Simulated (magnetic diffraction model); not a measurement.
# Solving a magnetic structure from powder neutron data: Er₂Ti₄Te₃

Space group P2_1/c (no. 14), a = 7.4630 Å, b = 7.6950 Å, c = 7.2540 Å, β = 108.67°.

| site | atom | x | y | z |
| --- | --- | --- | --- | --- |
| 4e | Er | 0.8017 | 0.3264 | 0.4354 |
| 2d | Te | 1/2 | 0 | 1/2 |
| 4e | Te | 0.2522 | 0.3415 | 0.2396 |
| 4e | Ti | 0.9048 | 0.5429 | 0.1279 |
| 4e | Ti | 0.5031 | 0.3706 | 0.6318 |

This is a made-up structure (elements placed in a structure type, unrelaxed), so the numbers test the method and describe no known phase.

Only Er is taken to order (form factors of Er3+); orders and moment sizes are assumed, and not adapted to the symmetry. Radiation: neutrons of λ = 2.41 Å, 1.5° to 50°; isotropic B of 0.3 Å² (Er), 0.41 Å² (Te) and 0.42 Å² (Ti). The intensities are simulated: I ∝ L Σ (|F_N|² + |F_M⊥|²) for unpolarised neutrons, with F_M = 2.695 fm/μB × Σ f(s) S exp(2πi Q·r) exp(−B s²) at Q = H ± k (one set where k and −k are equivalent), only the part normal to Q counting and L = 1/(sin²θ cos θ). For a modulated order the moment at position r is S exp(−2πi k·r) + c.c., with S = m/2 for a sine wave of amplitude m and S = m(u + iv)/2 for moments turning in a plane, u and v being orthogonal unit vectors in it; the phase factor of the sum at Q = H + k is then exp(2πi H·r). Form factors are spin-only for 3d ions and dipole or tabulated for f ions, scattering lengths are Sears's of 1992, and absorption is left out. A label names one of the reflections at its angle. The strongest nuclear line in the range is 100, and lines under 0.2 are left out.

Above the ordering temperature:

| 2θ (°) | index | I |
| --- | --- | --- |
| 26.77 | (1 1 0) | 7.9 |
| 27.19 | (0 1 1) | 1.4 |
| 29.58 | (1 1 -1) | 26.5 |
| 36.50 | (0 2 0) | 21.2 |
| 37.52 | (1 1 1) | 100.0 |
| 39.42 | (1 0 -2) | 19.1 |
| 39.86 | (2 0 0) | 76.4 |
| 41.06 | (0 0 2) | 3.3 |
| 41.78 | (1 2 0) | 35.3 |
| 42.07 | (0 2 1) | 98.0 |
| 42.81 | (2 1 -1) | 38.9 |
| 43.66 | (1 1 -2) | 81.7 |
| 43.74 | (1 2 -1) | 23.8 |
| 44.06 | (2 1 0) | 18.6 |
| 45.17 | (0 1 2) | 22.8 |
| 47.57 | (2 0 -2) | 36.5 |
| 49.76 | (1 2 1) | 10.7 |

Below it (cell unchanged):

```
2θ (°)       I
  4.49  3717.4
 20.14     5.5
 23.89    70.9
 24.37    44.3
 26.77     7.9
 26.99     9.9
 27.19     1.4
 29.58    26.5
 30.09    69.1
 30.47    28.0
 31.81    23.4
 32.64     8.6
 36.50    21.2
 37.52   100.0
 37.66     2.5
 37.97    10.3
 39.42    19.1
 39.70    57.1
 39.78    25.7
 39.86    76.4
 40.13     6.3
 40.97     0.6
 41.06     3.3
 41.26    13.6
 41.33    39.0
 41.78    35.3
 41.85     8.9
 42.07    98.0
 42.27     4.5
 42.81    38.9
 43.41    30.8
 43.66    81.7
 43.74    23.8
 44.06    18.6
 45.09     1.0
 45.17    22.8
```
(The table stops after 36 lines; 11 more lie at higher angle.)

**Question.** Find the propagation vector, then choose among these models:
A. a sine wave with moments along [001] (amplitudes given), 8.4 μB on Er; signs + at (0.8017, 0.3264, 0.4354), + at (0.8017, 0.1736, 0.9354), + at (0.1983, 0.6736, 0.5646), + at (0.1983, 0.8264, 0.0646)
B. moments turning in the plane of [100] and [010], 8.4 μB on Er; signs + at (0.8017, 0.3264, 0.4354), + at (0.8017, 0.1736, 0.9354), + at (0.1983, 0.6736, 0.5646), + at (0.1983, 0.8264, 0.0646)
C. a sine wave with moments along [010] (amplitudes given), 8.4 μB on Er; signs + at (0.8017, 0.3264, 0.4354), + at (0.8017, 0.1736, 0.9354), + at (0.1983, 0.6736, 0.5646), + at (0.1983, 0.8264, 0.0646)
D. a sine wave with moments along [100] (amplitudes given), 8.4 μB on Er; signs + at (0.8017, 0.3264, 0.4354), + at (0.8017, 0.1736, 0.9354), + at (0.1983, 0.6736, 0.5646), + at (0.1983, 0.8264, 0.0646)

The new lines index as (0 1/4 0) at 4.49°, (1 1/4 0) at 20.14°, (1 3/4 0) at 23.89° and (0 3/4 1) at 24.37°, that is as H ± k with k = (0 1/4 0). Satellites come in pairs about each point of the reciprocal lattice.

Magnetic intensity, observed (below minus above) and for each model:

| 2θ (°) | index | observed | A | B | C | D |
| --- | --- | --- | --- | --- | --- | --- |
| 4.49 | (0 1/4 0) | 3717.4 | 3717.4 | 3717.4 | <0.2 | 3717.4 |
| 23.89 | (1 3/4 0) | 70.9 | 181.0 | 193.6 | 122.8 | 70.9 |
| 24.37 | (0 3/4 1) | 44.3 | 16.9 | 74.9 | 30.6 | 44.3 |
| 30.09 | (1 5/4 0) | 69.1 | 112.7 | 117.7 | 48.6 | 69.1 |
| 39.70 | (1 1/4 -2) | 57.1 | 3.1 | 129.8 | 72.8 | 57.1 |
| 40.13 | (2 1/4 0) | 6.3 | 55.5 | 61.1 | 54.8 | 6.3 |
| 41.33 | (0 1/4 2) | 39.0 | 4.4 | 77.5 | 38.5 | 39.0 |
| 43.41 | (0 3/4 2) | 30.8 | 5.9 | 58.4 | 27.6 | 30.8 |

Model D matches.

The structure used: k = (0 1/4 0), a sine wave with moments along [100] (amplitudes given), 8.4 μB on Er; signs + at (0.8017, 0.3264, 0.4354), + at (0.8017, 0.1736, 0.9354), + at (0.1983, 0.6736, 0.5646), + at (0.1983, 0.8264, 0.0646).

[Logs are printed without paths, hosts, clocks, repeated set-up lines and the standing remarks that a program may print on its own settings, such as how far it seeks lower states.]
